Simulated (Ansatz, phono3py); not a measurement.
## ZnS (F-43m): lattice thermal conductivity

Aim: the lattice thermal conductivity of ZnS against temperature, and which phonons carry it.

What experiment has found for this phase:
- thermal conductivity 27 W/m/K near room temperature (given in “Combining the AFLOW GIBBS and Elastic Libraries to efficiently and robustly screen thermo-mechanical properties of solids”, 2017, arXiv:1611.05714)

Calculated with Ansatz 0.2.0; DFT LDA, scalar-relativistic, plane waves, PAW; PAW set soft_1.

The database entry behind the starting cell differs from later determinations by our own check (about 0.1 % short), so it need not match the best structure at ambient conditions.

**1. Starting point**

Symmetry: F-43m, No. 216, cubic system. Conventional cell: a = 5.404 Å, b = 5.404 Å, c = 5.404 Å, α = 90.00°, β = 90.00°, γ = 90.00°. Nearest to Zn lie 4 S at 2.34 Å. Nearest to S lie 4 Zn at 2.34 Å. Farther neighbours and most contacts between anions are not listed.

**2. Probe on a coarse mesh**

Before spending time, one coarse run tells the gap and the pressure of the starting cell.

input.yaml reads:

```yaml
crystal:
  lattice:
    - [0.0, 2.702, 2.702]
    - [2.702, 0.0, 2.702]
    - [2.702, 2.702, 0.0]
  atoms:
    - { symbol: Zn, position: [0.25, 0.25, 0.25] }
    - { symbol: S, position: [0.0, 0.0, 0.0] }
kpoints:
  mp_grid: { grid: [6, 6, 6] }
hamiltonian:
  xc: lda
  pseudopotentials: { kind: paw, azcp: { folder: soft_1 }, xc_functional: pbe }
scf:
  occupations: { method: gaussian, width: 0.1 }
  lower_state_search: "off"
output:
  forces: true
  stress: true
  eigenvalues: true
```

Started as:

```sh
$ ansatz run input.yaml --threads 8 --pin off --max-ram 19456MiB --backend cpu --events-out ev --progress --plain --runs-dir out
```

Numbers of over 12 decimals in the logs are rounded to 6 here.

Output:

```text
Engine: ansatz 0.2.0, aarch64-unknown-linux-gnu
Pseudopotentials: kind: paw
Pseudopotential: Zn, paw, valence charge 12, recommended cutoff 420 eV (normal), soft_1/Zn.paw.azcp
Pseudopotential: S, paw, valence charge 6, recommended cutoff 420 eV (normal), soft_1/S.paw.azcp
Functional definition: SPW92
  exchange = slater_x
  correlation = pw_c
Crystal: 2 atoms, lattice volume = 39.454 Å³
Basis set: ecut = 420 eV, 749 PW (Γ)
Bands: 13, of which v1, the nominal top of the filled ones, is band 9 counted from 1 (8 counted from 0)
Symmetry: 24 space group operations
Space group: F-43m (ITA 216), of the structure as read, at distance tolerance 3.4e-5 Å
k-points: 16 of 216 (time reversal used)
Non-local potential: Zn, projectors of the file, l = 0: 2, l = 1: 2, l = 2: 3, l = 3: 1
Non-local potential: S, projectors of the file, l = 0: 2, l = 1: 2, l = 2: 1
PAW form: soft (Blöchl's): semilocal exchange-correlation on the pseudo side does not see the compensation charge
PAW frozen core: Zn, regenerated for the run's functional, and the local potential with it (the file was generated under x = pbe(κ = 0.804, μ = 0.219515), c = pbe(β = 0.066725))
PAW frozen core: S, regenerated for the run's functional, and the local potential with it (the file was generated under x = pbe(κ = 0.804, μ = 0.219515), c = pbe(β = 0.066725))
PAW one-centre angular grid: Zn, 590 points (default); XC on 64 Gauss nodes
PAW one-centre angular grid: S, 110 points (default); XC on 64 Gauss nodes
Initial density: superposition of atomic densities (chi_scale 0.1, normalization cell, long waves kept (reshape's long-wave potential 0.00 eV rms))
Initial wavefunctions: pseudopotential atomic-orbital guess
Functional: x = slater, c = lda
SCF iter   1: F=—  HF=-4117.506241 eV  |F-HF|=—  |Δ(HF+E_count)|=         —  Δρ=3.81e-2  dr2=3.38e-1  ethr=3.10e-3  ⟨swp⟩=6.2  Hψ=1504  notcnv=0
preconditioner: auto → none  [insulator: Δε(μ)=2.092 eV  Ē_g=12.512 eV  σ=0.100 eV  W_gap=1.00  n_scr=14 (ndim 8)  ℏωp=25.1 eV  f_vac=0.000  D(μ)=0.00/eV (n_scr^D=0)  ε∞_Penn≈5.0]
SCF iter   2: F=—  HF=-4117.421837 eV  |F-HF|=—  |Δ(HF+E_count)|=   8.44e-2  Δρ=1.42e-2  dr2=4.24e-2  ethr=1.88e-3  ⟨swp⟩=2.0  Hψ=528  notcnv=0
SCF iter   3: F=—  HF=-4117.408662 eV  |F-HF|=—  |Δ(HF+E_count)|=   1.32e-2  Δρ=9.47e-3  dr2=1.73e-2  ethr=2.36e-4  ⟨swp⟩=2.0  Hψ=408  notcnv=0
SCF iter   4: F=—  HF=-4117.404272 eV  |F-HF|=—  |Δ(HF+E_count)|=   4.39e-3  Δρ=2.12e-3  dr2=1.24e-3  ethr=9.60e-5  ⟨swp⟩=2.2  Hψ=464  notcnv=0
SCF iter   5: F=—  HF=-4117.404137 eV  |F-HF|=—  |Δ(HF+E_count)|=   1.35e-4  Δρ=6.14e-4  dr2=8.39e-5  ethr=6.86e-6  ⟨swp⟩=2.9  Hψ=379  notcnv=0
SCF iter   6: F=—  HF=-4117.404154 eV  |F-HF|=—  |Δ(HF+E_count)|=   1.67e-5  Δρ=9.59e-5  dr2=1.67e-6  ethr=4.66e-7  ⟨swp⟩=1.9  Hψ=330  notcnv=0
SCF iter   7: F=-4117.404154 eV  HF=-4117.404154 eV  |F-HF|=3.97e-8  |Δ(HF+E_count)|=   1.95e-7  Δρ=1.08e-5  dr2=4.54e-8  ethr=5.56e-10  ⟨swp⟩=5.1  Hψ=1343  notcnv=0
SCF 1 converged in 7 iterations: F = -4117.404154 eV  dr2 = 4.54e-8
  greatest PAW one-centre occupation: 0.984 electrons in one spin orbital (limit 2), on the Zn atom at site 0 (counted from 0), in its partial waves of l = 2
SCF converged after 7 iterations
Free energy (F): -4117.404154 eV
Harris-Foulkes:  -4117.404154 eV  (|F-HF|=3.97e-8)
Internal energy: -4117.404154 eV  (E = F + TS)
E sigma→0 (E₀):  -4117.404154 eV
Fermi energy:    6.421833 eV
--- Per-component energies (eV) ---
  E_band       = -2.051960
  E_kinetic    = 253.835023
  E_local      = -2272.121964  (includes V_loc(G=0)·N_el)
  E_nonlocal   = 857.700091
  E_hartree    = 862.798788
  E_xc         = -165.912097
  E_vxc        = -134.538963  (∫ρ·V_xc dr)
  E_paw        = -2402.034792  (= ΣΔE_a)
  E_vpaw       = -432.521040  (= ΣTr[D̂ρ^β])
  E_aug_tail   = -0.000250  (compensation charges beyond the density's cutoff)
  E_ewald      = -1253.379294
  E_core_change = 1.710341  (= ΣΔE_core)
  E_smearing   = -0.000000  (= −TS)
  E_closure    = -0.000000  (closes the sum)
  Σ components = -4117.404154   (vs F -4117.404154, Δ=0.00e0)
--- Forces (eV/Å), atoms counted from 1 ---
  atom   1  Zn    -0.00000000     0.00000000    -0.00000000
  atom   2  S      0.00000000    -0.00000000    -0.00000000
  max |Σ_I F_I| component: 2.78e-17 eV/Å
--- Stress (GPa, compression-positive) ---
       -4.534978      -0.000000       0.000000
       -0.000000      -4.534978       0.000000
       -0.000000       0.000000      -4.534978
  P = ⅓ Tr σ = -4.5350 GPa (-45.350 kbar)
--- Band table (eV; the first three rows and the last of 16) ---
  k-point 0: bands = [... 5 lower, -0.5125, 5.4933, 5.4933, 5.4933, 7.3445, 11.7101, 11.7101, 11.7101]
  k-point 1: bands = [... 5 lower, -0.5145, 3.7459, 5.2425, 5.2425, 8.4946, 11.6669, 12.1128, 12.1128]
  k-point 2: bands = [... 5 lower, -0.5011, 1.5098, 4.8090, 4.8090, 8.7037, 12.3636, 12.3636, 13.0926]
  k-point 15: bands = [... 5 lower, -0.1491, 0.8137, 2.8193, 2.8432, 10.1409, 10.6700, 14.2881, 14.2968]
```

The job ended after 0.45 s (8 threads of Arm Neoverse V1, shared host; peak memory 0.29 GiB).

Numbers from this step:

```
pressure          : -4.535 GPa
gap on the k-mesh : 1.851 eV
volume per atom   : 19.73 Å³/atom
```

The start is under -4.5 GPa at this level and looks like an insulator or semiconductor on this mesh.

**3. Relaxation**

The vibrations must be taken about the equilibrium of this functional, not about the starting cell, so the structure is relaxed.

input.yaml, the sections that differ from step 2:

```yaml
kpoints:
  mp_grid: { grid: [10, 10, 10] }
scf:
  occupations: { method: gaussian, width: 0.02 }
  lower_state_search: "off"
relax:
  adjacent_minimum: "off"
  f_tol: 0.005
  max_steps: 80
  cell: { stress_tol: 0.05 }
# crystal, hamiltonian, output: as in step 2
```

Output:

```text
[...]
Crystal: 2 atoms, lattice volume = 39.454 Å³
Basis set: ecut = 420 eV, 749 PW (Γ)
Bands: 13, of which v1, the nominal top of the filled ones, is band 9 counted from 1 (8 counted from 0)
Symmetry: 24 space group operations
[...]
k-points: 47 of 1000 (time reversal used)
[...]
SCF iter   1: F=—  HF=-4117.509459 eV  |F-HF|=—  |Δ(HF+E_count)|=         —  Δρ=3.81e-2  dr2=3.36e-1  ethr=3.10e-3  ⟨swp⟩=6.5  Hψ=4483  notcnv=0
[...]
SCF iter   7: F=-4117.407988 eV  HF=-4117.407988 eV  |F-HF|=1.99e-8  |Δ(HF+E_count)|=   1.38e-7  Δρ=1.00e-5  dr2=2.52e-8  ethr=5.56e-10  ⟨swp⟩=5.1  Hψ=3846  notcnv=0
SCF 1 converged in 7 iterations: F = -4117.407988 eV  dr2 = 2.52e-8
[...]
relax step   1: F+E_penalty+E_count = -4117.40798838 eV  Δ(F+E_penalty+E_count) = +0.000e0 eV  max|allowed force component| = 2.128e-16 eV/Å  Δτ_max = 0.0000 Å  P = -4.555 GPa  Ω = 39.454 Å³  (7 SCF iters, dr2 threshold 1.00e-7 eV, accepted)
Crystal: 2 atoms, lattice volume = 38.079 Å³
Basis set: ecut = 420 eV, 725 PW (Γ)
[...]
iter 1 solved again at ethr=6.42e-6 eV; its pass at ethr=3.10e-3 eV (dr2=1.16e-3 eV) is discarded
[...]
SCF iter   5: F=-4117.437075 eV  HF=-4117.437075 eV  |F-HF|=2.16e-8  |Δ(HF+E_count)|=   3.42e-7  Δρ=2.26e-5  dr2=8.12e-8  ethr=1.11e-9  ⟨swp⟩=4.0  Hψ=3008  notcnv=0
SCF 2 converged in 5 iterations: F = -4117.437075 eV  dr2 = 8.12e-8
[...]
relax step   2: F+E_penalty+E_count = -4117.43707454 eV  Δ(F+E_penalty+E_count) = -2.909e-2 eV  max|allowed force component| = 6.476e-17 eV/Å  Δτ_max = 0.0000 Å  P = -2.026 GPa  Ω = 38.079 Å³  energy of the carried Pulay correction = +4.901e-4 eV  (5 SCF iters, dr2 threshold 2.00e-7 eV, accepted)
Crystal: 2 atoms, lattice volume = 37.045 Å³
[...]
SCF iter   5: F=-4117.443397 eV  HF=-4117.443397 eV  |F-HF|=2.08e-8  |Δ(HF+E_count)|=   1.55e-7  Δρ=1.87e-5  dr2=5.33e-8  ethr=1.11e-9  ⟨swp⟩=6.3  Hψ=3339  notcnv=0
SCF 3 converged in 5 iterations: F = -4117.443397 eV  dr2 = 5.33e-8
relax step   3: F+E_penalty+E_count = -4117.44339707 eV  Δ(F+E_penalty+E_count) = -6.323e-3 eV  max|allowed force component| = 5.667e-17 eV/Å  Δτ_max = 0.0000 Å  P = +0.243 GPa  Ω = 37.045 Å³  energy of the carried Pulay correction = +8.704e-4 eV  (5 SCF iters, dr2 threshold 2.00e-7 eV, accepted)
[...]
relax step   4: F+E_penalty+E_count = -4117.44343482 eV  Δ(F+E_penalty+E_count) = -3.776e-5 eV  max|allowed force component| = 8.211e-17 eV/Å  Δτ_max = 0.0000 Å  P = -0.011 GPa  Ω = 37.153 Å³  energy of the carried Pulay correction = +8.302e-4 eV  (4 SCF iters, dr2 threshold 1.48e-7 eV, accepted)
[...]
SCF iter   6: F=-4117.442610 eV  HF=-4117.442610 eV  |F-HF|=1.82e-12  |Δ(HF+E_count)|=  3.27e-11  Δρ=1.29e-7  dr2=1.81e-12  ethr=1.00e-12  ⟨swp⟩=6.6  Hψ=2927  notcnv=0
SCF 5 converged in 6 iterations: F = -4117.442610 eV  dr2 = 1.81e-12
relax step   5: F+E_penalty+E_count = -4117.44261035 eV  Δ(F+E_penalty+E_count) = +8.245e-4 eV  max|allowed force component| = 9.368e-17 eV/Å  Δτ_max = 0.0000 Å  P = -0.013 GPa  Ω = 37.153 Å³  stress off target by 1.30e-2 GPa  SCF on the basis re-selected at this cell (its energy is not comparable with the rows above)  (6 SCF iters)
basis re-selected at this cell: Δ(F+E_penalty+E_count) = +8.245e-4 eV, ΔP = -0.002 GPa vs the last step (what re-selecting the basis moved, of the pressure what is left beyond the Pulay correction that the steps carried, after the strain that the cell walked since its last selection, with what the two solves' SCF thresholds leave and, on support functions, any second-order correction that the steps lacked; it is no m [...]
SCF converged after 6 iterations
Free energy (F): -4117.442610 eV
[...]
Internal energy: -4117.442610 eV  (E = F + TS)
E sigma→0 (E₀):  -4117.442610 eV
Fermi energy:    7.356606 eV
[...]
--- Stress (GPa, compression-positive) ---
       -0.013000      -0.000000      -0.000000
        0.000000      -0.013000       0.000000
       -0.000000       0.000000      -0.013000
  P = ⅓ Tr σ = -0.0130 GPa (-0.130 kbar)
--- Band table (eV; the first three rows and the last of 47) ---
  k-point 0: bands = [... 5 lower, 0.1076, 6.2970, 6.2970, 6.2970, 8.4160, 12.4662, 12.4662, 12.4662]
  k-point 1: bands = [... 5 lower, 0.1059, 5.4422, 6.1863, 6.1863, 9.0502, 12.3935, 12.6515, 12.6515]
  k-point 2: bands = [... 5 lower, 0.1056, 3.9831, 5.9201, 5.9201, 9.6608, 12.7101, 13.0161, 13.0161]
  k-point 46: bands = [... 5 lower, 0.5599, 1.3271, 3.2442, 3.3322, 11.3858, 12.0512, 14.5971, 14.6987]
--- Relaxed structure (4 steps of the walk, 4 accepted, 1 SCFs on fresh bases) ---
  F+E_penalty+E_count = -4117.44261035 eV   max|allowed force component| = 9.368e-17 eV/Å   (the final SCF, on the basis selected at the relaxed cell)
  cell:  # Å, volume = 37.1531 Å³
    - [0, 2.648429, 2.648429]
    - [2.648429, 0, 2.648429]
    - [2.648429, 2.648429, 0]
  atoms:
    - { symbol: Zn, position: [0.250000, 0.250000, 0.250000] }
    - { symbol: S, position: [0, 0, 0] }
```

Elapsed: 2.9 s, on 8 threads; peak memory 0.37 GiB; 19 s of CPU time.

The steps of the relaxation:

```csv
step,energy less that of the first step (eV),largest force component (eV/Å),pressure (GPa),volume (Å³)
1,0.0000,0.0000,-4.55,39.45
2,-0.0291,0.0000,-2.03,38.08
3,-0.0354,0.0000,0.24,37.04
4,-0.0354,0.0000,-0.01,37.15
5*,-0.0346,0.0000,-0.01,37.15
```

Relaxation steps marked * repeat the geometry before them on a plane-wave basis chosen anew for their cell, so energy and pressure can jump there.

The run keeps the 24 symmetry operations that it works with, so distortions that break them were not tested.

```csv
"conventional cell, symmetrised",before,after,change
a (Å),5.404,5.297,-2.0 %
b (Å),5.404,5.297,-2.0 %
c (Å),5.404,5.297,-2.0 %
volume (Å³/atom),19.73,18.58,-5.8 %
```

The relaxed structure:

```xyz
2
Lattice="0.0000 2.6484 2.6484 2.6484 0.0000 2.6484 2.6484 2.6484 0.0000" Properties=species:S:1:pos:R:3 pbc="T T T"
Zn    1.3242    1.3242    1.3242
S     0.0000    0.0000    0.0000
```

This step gave:

```yaml
pressure: -0.01300 GPa
gap_on_the_k_mesh: 2.119 eV
volume_per_atom: 18.58 Å³/atom
```

The relaxation ends with a pressure of -0.01 GPa.

**4. Tight relaxation**

The relaxation is repeated with tighter thresholds on force and stress, since phonons are sensitive to what is left; a change of mesh or smearing in the input moves the cell too.

input.yaml, the sections that differ from step 3:

```yaml
crystal:
  lattice:
    - [0.0, 2.6484291753, 2.6484291753]
    - [2.6484291753, 0.0, 2.6484291753]
    - [2.6484291753, 2.6484291753, 0.0]
  atoms:
    - { symbol: Zn, position: [0.25, 0.25, 0.25] }
    - { symbol: S, position: [0.0, 0.0, 0.0] }
kpoints:
  mp_grid: { grid: [12, 12, 12] }
scf:
  occupations: { method: fixed }
  lower_state_search: "off"
relax:
  adjacent_minimum: "off"
  f_tol: 0.001
  max_steps: 60
  cell: { stress_tol: 0.01 }
# hamiltonian, output: as in step 3
```

Output:

```text
[...]
Crystal: 2 atoms, lattice volume = 37.153 Å³
Basis set: ecut = 420 eV, 725 PW (Γ)
Bands: 13, of which v1, the nominal top of the filled ones, is band 9 counted from 1 (8 counted from 0)
Symmetry: 24 space group operations
[...]
k-points: 72 of 1728 (time reversal used)
[...]
k-point 71: bands = [... 5 lower, 0.5833, 1.3201, 3.1883, 3.2863, 11.8024, 12.4468, 14.0808, 14.2587]
--- Relaxed structure (2 steps of the walk, 2 accepted, 1 SCFs on fresh bases) ---
[...]
cell:  # Å, volume = 37.1501 Å³
    - [0, 2.648358, 2.648358]
    - [2.648358, 0, 2.648358]
    - [2.648358, 2.648358, 0]
  atoms:
    - { symbol: Zn, position: [0.25, 0.25, 0.25] }
    - { symbol: S, position: [0, 0, 0] }
[key lines of the parts left out:]
SCF converged after 6 iterations
Free energy (F): -4117.442650 eV
Fermi energy:    6.298103 eV
P = ⅓ Tr σ = -0.0059 GPa (-0.059 kbar)
```

Run time: 2.4 s. Hardware: 8 threads; peak memory 0.39 GiB; 16 s of CPU time.

Little changed from the start: no atom moved by 0.005 Å and no cell edge by 0.1 %.

This step gave:

```
pressure : -0.005851 GPa
```

The residual pressure is -0.0059 GPa, small enough for phonons.

**5. A faulty attempt**

This input was changed on purpose, to see how the program answers.

input.yaml reads:

```yaml
crystal:
  lattice:
    - [0.0, 2.6483576481, 2.6483576481]
    - [2.6483576481, 0.0, 2.6483576481]
    - [2.6483576481, 2.6483576481, 0.0]
  atoms:
    - { symbol: Zn, position: [0.25, 0.25, 0.25] }
    - { symbol: S, position: [0.0, 0.0, 0.0] }
kpoints:
  mp_grid: { grid: [8, 8, 8] }
hamiltonian:
  xc: lda
  pseudopotentials: { kind: paw, azcp: { folder: soft_1 }, xc_functional: pbe }
scf:
  occupations: { method: fixed }
  lower_state_search: "off"
  max_iter: 100
output:
  eigenvalues: true
phonons:
  supercell: [2, 2, 2]
  dielectric: false
  third_order: { supercell: [2, 2, 2], pair_cutoff: 2.444 }
  lattice_thermal_conductivity:
    qmesh: [11, 12, 13]
    temperatures: [300]
    isotope_mass_variance:
      - { species: S, variance: 0.0001651 }
      - { species: Zn, variance: 0.0005982 }
```

Output:

```text
Error: invalid value for `phonons.lattice_thermal_conductivity.qmesh`: [11, 12, 13] is not mapped onto itself by every operation of the crystal's point group, which phonons.lattice_thermal_conductivity requires of this mesh (its Boltzmann solve uses the whole point group); the smallest at or above it that is: [13, 13, 13]
```

Run time: 0.1 s. Hardware: 8 threads; peak memory 0.092 GiB.

The program refused the input before any cycle.

The program's message: “Error: invalid value for `phonons.lattice_thermal_conductivity.qmesh`: [11, 12, 13] is not mapped onto itself by every operation of the crystal's point group, which phonons.lattice_thermal_conductivit …”

The fault put into the input: a q mesh that breaks the point group.

[end of part 1 of 3]

[Logs are printed without paths, hosts, clocks, repeated set-up lines and the standing remarks that a program may print on its own settings, such as how far it seeks lower states.]

[Hosts, paths, dates, database ids (printed as entryN), source tags and the programs' standing remarks are cut or masked in the printed files.]

[A step with changed settings may run another functional than the one named; its input shows which.]
